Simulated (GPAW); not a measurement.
# InSe (R3m): one start, several treatments of the self-energy

Wanted: the gap of InSe (R3m) under several approximations, with cost.

Program: GPAW 26.7.0. Level of theory: LDA and many-body steps on it, plane waves. Results are calculated unless marked as measured.

The database entry behind the starting cell differs from later determinations by our own check (c about 1.5 % long), so it need not match the best structure at ambient conditions.

### Step 1. Starting point

The structure is trigonal, space group R3m (No. 160). Conventional cell: a = 4.000 Å, b = 4.000 Å, c = 25.320 Å, α = 90.00°, β = 90.00°, γ = 120.00°. Nearest to In lie 3 Se at 2.64 Å and 1 In at 2.82 Å. Nearest to In lie 3 Se at 2.63 Å and 1 In at 2.82 Å. Nearest to Se lie 3 In at 2.64 Å. Nearest to Se lie 3 In at 2.63 Å. Farther neighbours and most contacts between anions are not listed.

Structure file:

```
In Se
1.0
     2.00000    1.15470    8.44000
    -2.00000    1.15470    8.44000
     0.00000   -2.30940    8.44000
In Se
2 2
Direct
  0.00000 0.00000 0.00000
  0.11140 0.11140 0.11140
  0.61650 0.61650 0.61650
  0.82810 0.82810 0.82810
```

The cell and positions come from the Crystallography Open Database and are kept as given unless a step says otherwise.

### Step 2. Empty states on the mesh, 4×4×4 mesh, 547 bands

This step: GPAW 26.7.0; DFT, LDA, plane waves, PAW.

The sums over transitions need many empty states on a uniform mesh; this step solves for them.

run.py

```python
import json
import numpy as np
from gpaw.mpi import world
from gpaw import GPAW

calc = GPAW('gs.gpw').fixed_density(kpts={'size': (4, 4, 4), 'gamma': True},
    parallel={'domain': 1, 'band': 1},
    txt='nscf.txt')
calc.diagonalize_full_hamiltonian(nbands=547)
calc.write('full.gpw', mode='all')
res = {}
kpts = calc.get_ibz_k_points()
res['kpts'] = kpts
res['eigenvalues'] = [calc.get_eigenvalues(kpt=k) for k in range(len(kpts))]
res['n_electrons'] = calc.get_number_of_electrons()

if world.rank == 0:
    with open('result.json', 'w') as f:
        json.dump(res, f, default=lambda x: x.tolist())
```

Started as:

```bash
> mpirun -n 8 gpaw python run.py
```

Numbers of over 12 decimals in the logs are rounded to 6 here.

Output:

```text
Diagonalizing LCAO Hamiltonian
Converting LCAO to pw mode
convergence criteria:
- Maximum integral of absolute [eigenst]ate change: 4e-08 eV^2 / valence electron
maximum number of iterations: 100

SCF iterations
|iter     |     time |      energy | eigst |  dens |
|iter:   1|  |             | +0.39 |       |
|iter:   2|  |             | -1.36 |       |
|iter:   3|  |             | -2.49 |       |
[...]
|iter:   7|  |             | -6.47 |       |
|iter:   8|  |             | -7.38 |       |
|iter:   9|  |             | -7.93c|       |
SCF steps: 9
  __  _  _
 | _ |_)|_||  |
 |__||  | ||/\| - 26.7.0

Input parameters:
  mode=PW(ecut=450.000000),
  convergence={'density': 1e-06, 'bands': -3},
  gpts=array([45, 45, 45]),
  kpts=MonkhorstPack(size=(4, 4, 4), gamma=True),
  maxiter=100,
  nbands=27,
  occupations=Occupations(name='fermi-dirac', width=0.001, fixmagmom=False),
  parallel={'domain': 1, 'band': 1},
  xc=XC(name='LDA')
Matrix size: 2495x2495
# Writing to full.gpw (mode='all')
  [... matrices ...]

timing:  # [seconds]
  Total: 17.069  # ━━━━━━━━━━━━━━━━━━━━━━━━━━━━━━━━━━━━━━━━━━━━━━━━━━━━━━━━━━
```

The job ended after 23 s (8 MPI ranks of AMD EPYC 9R45, shared host; peak memory 5.7 GiB).

Numbers from this step:

| Quantity | Value |
| --- | --- |
| gap | 0.2086 eV |
| k of the valence top | 0.5, 0.5, 0.5 |
| k of the conduction bottom | 0.5, 0.5, 0.5 |
| least direct gap | 0.2086 eV |
| k points computed | 13 |
| lowest point of the top converged band, above the valence top | 148.2476 eV |

On this mesh the gap is 0.209 eV.

### Step 3. G0W0, Godby-Needs plasmon pole

Now the one-shot GW correction: screening in the RPA, then the self-energy of the levels asked for.

This step: G0W0 on LDA, plane waves, PAW.

run.py

```python
import json
import numpy as np
from gpaw.mpi import world
from gpaw.response.g0w0 import G0W0

gw = G0W0('full.gpw',
    filename='gw',
    kpts=[0, 12],
    bands=(17, 21),
    ecut=96,
    nbands=249,
    integrate_gamma='WS',
    ppa=True)
gw.calculate()
res = {mode: {k: v for k, v in r.items() if k != 'sigma_eskwn'}
       for mode, r in gw.all_results.items()}

if world.rank == 0:
    with open('result.json', 'w') as f:
        json.dump(res, f, default=lambda x: x.tolist())
```

Started as:

```bash
> mpirun -n 8 gpaw python run.py
```

Output:

```text
Using integrator: PointIntegrator
FrequencyGridDescriptor(from 0.000+0.000j to 0.000+27.211j eV, 2 points)
Nonperiodic BCs:  [False False False]
Using integrator: PointIntegrator
FrequencyGridDescriptor(from 0.000+0.000j to 0.000+27.211j eV, 2 points)
Nonperiodic BCs:  [False False False]
  ___  _ _ _
 |   || | | |
 | | || | | |
 |__ ||_____|
 |___|

BZ k-points: Symmetries present (total): 6

  [... matrices ...]
64 k-points: 4 x 4 x 4 Monkhorst-Pack grid + [1/8,1/8,1/8]
13 k-points in the irreducible part of the Brillouin zone
       k-points in crystal coordinates                weights
   0:     0.00000000    0.00000000    0.00000000          1/64
   1:     0.25000000    0.00000000   -0.25000000          6/64
   2:     0.25000000    0.00000000    0.00000000          6/64
   3:     0.25000000    0.25000000   -0.25000000          6/64
   4:     0.25000000    0.25000000    0.00000000          6/64
   5:     0.25000000    0.25000000    0.25000000          2/64
   6:     0.50000000    0.00000000    0.00000000          3/64
   7:     0.50000000    0.25000000   -0.25000000          6/64
   8:     0.50000000    0.25000000    0.00000000         12/64
   9:     0.50000000    0.25000000    0.25000000          6/64
          ...
  12:     0.50000000    0.50000000    0.50000000          1/64

Distributing spins, k-points and bands (1 x 2 x 4) over 8 processes
Number of blocks: 1

Quasi particle states:
k-points (IBZ indices): [0, 12]
Band range: (17, 21)
  [... matrices ...]
Computational parameters:
Plane wave cut-off: 96 eV
Number of bands: 249
Coulomb cutoff: None
Broadening: 0.1 eV

fxc modes: GW
Kernel: RPA
Using Godby-Needs plasmon-pole approximation:
  Fitting energy: i*E0, E0 = 1.000 Hartree
Summing all q:

Calculating screened Coulomb potential
No Coulomb truncation
FrequencyGridDescriptor(from 0.000+0.000j to 0.000+27.211j eV, 2 points)
Removing empty qpoint cache files...

Calculating chi0 body with:
    Ground state adapter containing:
    Number of spins: 1
    Number of kpoints: 64
    Number of irreducible kpoints: 13
    Number of completely occupied states: 19
    Number of partially occupied states: 19
    Occupied states memory: 26.418686 M / cpu

    Linear response parametrization:
    q_c: [0.0, 0.0, 0.0]
    Number of frequency points: 2
    Planewave cutoff: 96.0
    Number of bands: 249
    Number of planewaves: 253
    Broadening (eta): 1e-06
    comm.size: 8
    kncomm.size: 8
    blockcomm.size: 1

    Memory estimate of potentially large arrays:
        chi0_wGG: 1.953400 M / cpu
Integrating chi0 body.

Symmetries of q_c:
    Direct symmetries (Uq -> q): 6
    Indirect symmetries (TUq -> q): 6
In total 12 allowed symmetries.

  [... matrices ...]
13 groups of equivalent kpoints. 79.6875% reduction.

Integral kind: response function
Integrating chi0 head and wings.

Symmetries of q_c:
    Direct symmetries (Uq -> q): 6
    Indirect symmetries (TUq -> q): 6
In total 12 allowed symmetries.

  [... matrices ...]
13 groups of equivalent kpoints. 79.6875% reduction.

Integral kind: response function wings

Calculating chi0 body with:
    Ground state adapter containing:
    Number of spins: 1
    Number of kpoints: 64
    Number of irreducible kpoints: 13
    Number of completely occupied states: 19
    Number of partially occupied states: 19
    Occupied states memory: 26.418686 M / cpu

[... the further q-points ...]

Results:
f:      Occupation numbers
eps:     KS-eigenvalues [eV]
vxc:     KS vxc [eV]
exx:     Exact exchange [eV]
sigma:   Self-energies [eV]
dsigma:  Self-energy derivatives
Z:       Renormalization factors
qp:      QP-energies [eV]

k-point 0 (0): (0.000, 0.000, 0.000)                GW
band       f     eps     vxc     exx   sigma  dsigma       Z      qp
                                                                   GW
  17   1.000   3.171 -16.024 -18.109   1.801  -0.283   0.779   2.950
  18   1.000   3.171 -16.024 -18.109   1.801  -0.283   0.779   2.950
  19   0.000   5.930 -15.071 -10.908  -3.268  -0.264   0.791   6.639
  20   0.000   6.288 -13.036  -8.560  -3.653  -0.242   0.805   6.950

k-point 1 (12): (0.500, 0.500, 0.500)                GW
band       f     eps     vxc     exx   sigma  dsigma       Z      qp
                                                                   GW
  17   1.000   3.248 -16.203 -18.265   1.793  -0.283   0.780   3.039
  18   1.000   4.385 -15.106 -16.151   0.868  -0.273   0.786   4.246
  19   0.000   4.594 -14.250 -10.544  -2.840  -0.249   0.800   5.287
  20   0.000   6.358 -12.980  -8.353  -3.776  -0.246   0.803   7.042
```

Elapsed: 3.7 min, on 8 MPI ranks; peak memory 7 GiB; 30 min of CPU time.

This step gave:

```yaml
g0w0_gap_on_the_points_computed: 1.041 eV
least_direct_g0w0_gap_on_the_computed_points: 1.041 eV
z_at_the_valence_top: 0.7856
z_at_the_conduction_bottom: 0.8003
starting_gap_on_the_mesh: 0.2086 eV
k_of_the_valence_top: 0.5, 0.5, 0.5
k_of_the_conduction_bottom: 0.5, 0.5, 0.5
```

The gap on the mesh goes from 0.21 eV to 1.04 eV, a correction of +0.83 eV.

### Step 4. One-shot HSE06

This step: one-shot HSE06 levels on LDA orbitals, plane waves, PAW.

run.py

```python
import json
import numpy as np
from gpaw.mpi import world
from gpaw.hybrids.eigenvalues import non_self_consistent_eigenvalues

dft, vxc, vxc_hyb = non_self_consistent_eigenvalues('full.gpw', 'HSE06', 17, 21, kpt_indices=[0, 12])
res = {'dft': dft[0], 'hybrid': (dft - vxc + vxc_hyb)[0]}
if world.rank == 0:
    with open('hybrid.txt', 'w') as f:
        for k, e0, e1 in zip([0, 12], res['dft'], res['hybrid']):
            print(k, ' '.join(f'{x:9.4f}' for x in e0), '|', ' '.join(f'{x:9.4f}' for x in e1), file=f)

if world.rank == 0:
    with open('result.json', 'w') as f:
        json.dump(res, f, default=lambda x: x.tolist())
```

Started as:

```bash
> mpirun -n 8 gpaw python run.py
```

Output:

```text
builder.py:213: UserWarning: The angles between your unit-cell vectors are 26.4, 26.4 and 26.4 degrees.  Results may be wrong!  Please Niggli-reduce your unit-cell so that the angles are closer to 90 degrees:

  from ase.build import niggli_reduce
  niggli_reduce(atoms)
  [... matrices ...]
  warnings.warn(
builder.py:213: UserWarning: The angles between your unit-cell vectors are 26.4, 26.4 and 26.4 degrees.  Results may be wrong!  Please Niggli-reduce your unit-cell so that the angles are closer to 90 degrees:

  from ase.build import niggli_reduce
  niggli_reduce(atoms)
  [... matrices ...]
  warnings.warn(
builder.py:213: UserWarning: The angles between your unit-cell vectors are 26.4, 26.4 and 26.4 degrees.  Results may be wrong!  Please Niggli-reduce your unit-cell so that the angles are closer to 90 degrees:

  from ase.build import niggli_reduce
  niggli_reduce(atoms)
  [... matrices ...]
  warnings.warn(
builder.py:213: UserWarning: The angles between your unit-cell vectors are 26.4, 26.4 and 26.4 degrees.  Results may be wrong!  Please Niggli-reduce your unit-cell so that the angles are closer to 90 degrees:

  from ase.build import niggli_reduce
  niggli_reduce(atoms)
  [... matrices ...]
  warnings.warn(
builder.py:213: UserWarning: The angles between your unit-cell vectors are 26.4, 26.4 and 26.4 degrees.  Results may be wrong!  Please Niggli-reduce your unit-cell so that the angles are closer to 90 degrees:

  from ase.build import niggli_reduce
  niggli_reduce(atoms)
  [... matrices ...]
  warnings.warn(
builder.py:213: UserWarning: The angles between your unit-cell vectors are 26.4, 26.4 and 26.4 degrees.  Results may be wrong!  Please Niggli-reduce your unit-cell so that the angles are closer to 90 degrees:

  from ase.build import niggli_reduce
  niggli_reduce(atoms)
  [... matrices ...]
  warnings.warn(
builder.py:213: UserWarning: The angles between your unit-cell vectors are 26.4, 26.4 and 26.4 degrees.  Results may be wrong!  Please Niggli-reduce your unit-cell so that the angles are closer to 90 degrees:

  from ase.build import niggli_reduce
  niggli_reduce(atoms)
  [... matrices ...]
  warnings.warn(
builder.py:213: UserWarning: The angles between your unit-cell vectors are 26.4, 26.4 and 26.4 degrees.  Results may be wrong!  Please Niggli-reduce your unit-cell so that the angles are closer to 90 degrees:

  from ase.build import niggli_reduce
  niggli_reduce(atoms)
  [... matrices ...]
  warnings.warn(
IBZ(<points: 13, symmetries: 6>)
Occupied bands: 19
Transforming wave functions from IBZ to BZ: 0.032 seconds
Distributing wave functions and iFFT-ing to real space: 0.150 seconds
Calculating eigenvalues:
  k-points: 2
  Bands: 17-20 (inclusive)
  Seconds: 0.903 (wave-function broadcasting: 0.007 seconds)
HSE06-eigenvalue shifts:
  min: -0.281 eV
  ave: 0.247 eV
  max: 0.792 eV
```

Elapsed: 4.2 s, on 8 MPI ranks; peak memory 3.6 GiB; 32 s of CPU time.

This step gave:

- starting gap on the mesh: 0.2086 eV
- hybrid gap on the mesh: 0.9820 eV
- least direct hybrid gap on the computed points: 0.9820 eV

### Step 5. G0W0, extrapolated in the cutoff

This step: G0W0 on LDA, plane waves, PAW.

run.py

```python
import json
import numpy as np
from gpaw.mpi import world
from gpaw.response.g0w0 import G0W0

gw = G0W0('full.gpw',
    filename='gw',
    kpts=[0, 12],
    bands=(17, 21),
    ecut=160.0,
    integrate_gamma='WS',
    ppa=True,
    ecut_extrapolation=True)
gw.calculate()
res = {mode: {k: v for k, v in r.items() if k != 'sigma_eskwn'}
       for mode, r in gw.all_results.items()}

if world.rank == 0:
    with open('result.json', 'w') as f:
        json.dump(res, f, default=lambda x: x.tolist())
```

Started as:

```bash
> mpirun -n 8 gpaw python run.py
```

Output:

```text
Using integrator: PointIntegrator
FrequencyGridDescriptor(from 0.000+0.000j to 0.000+27.211j eV, 2 points)
Nonperiodic BCs:  [False False False]
Using integrator: PointIntegrator
FrequencyGridDescriptor(from 0.000+0.000j to 0.000+27.211j eV, 2 points)
Nonperiodic BCs:  [False False False]
  ___  _ _ _
 |   || | | |
 | | || | | |
 |__ ||_____|
 |___|

BZ k-points: Symmetries present (total): 6

  [... matrices ...]
64 k-points: 4 x 4 x 4 Monkhorst-Pack grid + [1/8,1/8,1/8]
13 k-points in the irreducible part of the Brillouin zone
       k-points in crystal coordinates                weights
   0:     0.00000000    0.00000000    0.00000000          1/64
   1:     0.25000000    0.00000000   -0.25000000          6/64
   2:     0.25000000    0.00000000    0.00000000          6/64
[...]
9:     0.50000000    0.25000000    0.25000000          6/64
          ...
  12:     0.50000000    0.50000000    0.50000000          1/64

Distributing spins, k-points and bands (1 x 2 x 4) over 8 processes
Number of blocks: 1

Quasi particle states:
k-points (IBZ indices): [0, 12]
Band range: (17, 21)
  [... matrices ...]
Computational parameters:
Extrapolating to infinite plane wave cut-off using points at:
  137.884 eV
  147.917 eV
  160.000 eV
Number of bands: 537
Coulomb cutoff: None
Broadening: 0.1 eV

fxc modes: GW
Kernel: RPA
Using Godby-Needs plasmon-pole approximation:
  Fitting energy: i*E0, E0 = 1.000 Hartree
Summing all q:

Calculating screened Coulomb potential
No Coulomb truncation
FrequencyGridDescriptor(from 0.000+0.000j to 0.000+27.211j eV, 2 points)
Removing empty qpoint cache files...

Calculating chi0 body with:
    Ground state adapter containing:
    Number of spins: 1
    Number of kpoints: 64
    Number of irreducible kpoints: 13
[...]
comm.size: 8
    kncomm.size: 8
    blockcomm.size: 1

    Memory estimate of potentially large arrays:
        chi0_wGG: 8.283722 M / cpu
Integrating chi0 body.

Symmetries of q_c:
    Direct symmetries (Uq -> q): 6
    Indirect symmetries (TUq -> q): 6
In total 12 allowed symmetries.

  [... matrices ...]
13 groups of equivalent kpoints. 79.6875% reduction.

Integral kind: response function
Integrating chi0 head and wings.

Symmetries of q_c:
    Direct symmetries (Uq -> q): 6
    Indirect symmetries (TUq -> q): 6
In total 12 allowed symmetries.

  [... matrices ...]
13 groups of equivalent kpoints. 79.6875% reduction.

Integral kind: response function wings

Calculating chi0 body with:
    Ground state adapter containing:
    Number of spins: 1
    Number of kpoints: 64
    Number of irreducible kpoints: 13
    Number of completely occupied states: 19
    Number of partially occupied states: 19
    Occupied states memory: 26.418686 M / cpu

[... the further q-points ...]
Extrapolating selfenergy to infinite energy cutoff:
  Performing linear fit to 3 points
  Minimum R^2 = 0.9999. (R^2 Should be close to 1)
  [... matrices ...]
Results:
f:      Occupation numbers
eps:     KS-eigenvalues [eV]
vxc:     KS vxc [eV]
exx:     Exact exchange [eV]
sigma:   Self-energies [eV]
dsigma:  Self-energy derivatives
Z:       Renormalization factors
qp:      QP-energies [eV]

k-point 0 (0): (0.000, 0.000, 0.000)                GW
band       f     eps     vxc     exx   sigma  dsigma       Z      qp
                                                                   GW
  17   1.000   3.171 -16.024 -18.109   1.359  -0.286   0.778   2.606
  18   1.000   3.171 -16.024 -18.109   1.359  -0.286   0.778   2.606
  19   0.000   5.930 -15.071 -10.908  -3.671  -0.267   0.789   6.319
[...]
k-point 1 (12): (0.500, 0.500, 0.500)                GW
band       f     eps     vxc     exx   sigma  dsigma       Z      qp
                                                                   GW
[...]
19   0.000   4.594 -14.250 -10.544  -3.192  -0.252   0.799   5.004
  20   0.000   6.358 -12.980  -8.353  -4.067  -0.248   0.801   6.807
```

The job ended after 18 min (8 MPI ranks; peak memory 13 GiB; 2.3 h of CPU time).

This step gave:

```
quasiparticle gap on the points computed              : 1.076 eV
least direct quasiparticle gap on the computed points : 1.076 eV
Z at the valence top                                  : 0.7837
Z at the conduction bottom                            : 0.7988
starting gap on the mesh                              : 0.2086 eV
k of the valence top                                  : 0.5, 0.5, 0.5
k of the conduction bottom                            : 0.5, 0.5, 0.5
gaps at the cutoffs of the extrapolation              : 1.060, 1.062, 1.063 eV
```

Against G0W0 in GPAW (4×4×4 mesh, 249 bands, screening to 96 eV, Godby-Needs plasmon pole), the gap moves by +0.036 eV.

[end of part 1 of 2]

[Paths, hosts, dates, memory and timing lines, banners, echoed tables and standing remarks are left out of the program output.]

[Logs are printed without paths, hosts, clocks, repeated set-up lines and the standing remarks that a program may print on its own settings, such as how far it seeks lower states.]

[Runs of the session that timed out or met a known fault of the program may be left out.]

[Hosts, paths, dates, database ids (printed as entryN), source tags and the programs' standing remarks are cut or masked in the printed files.]
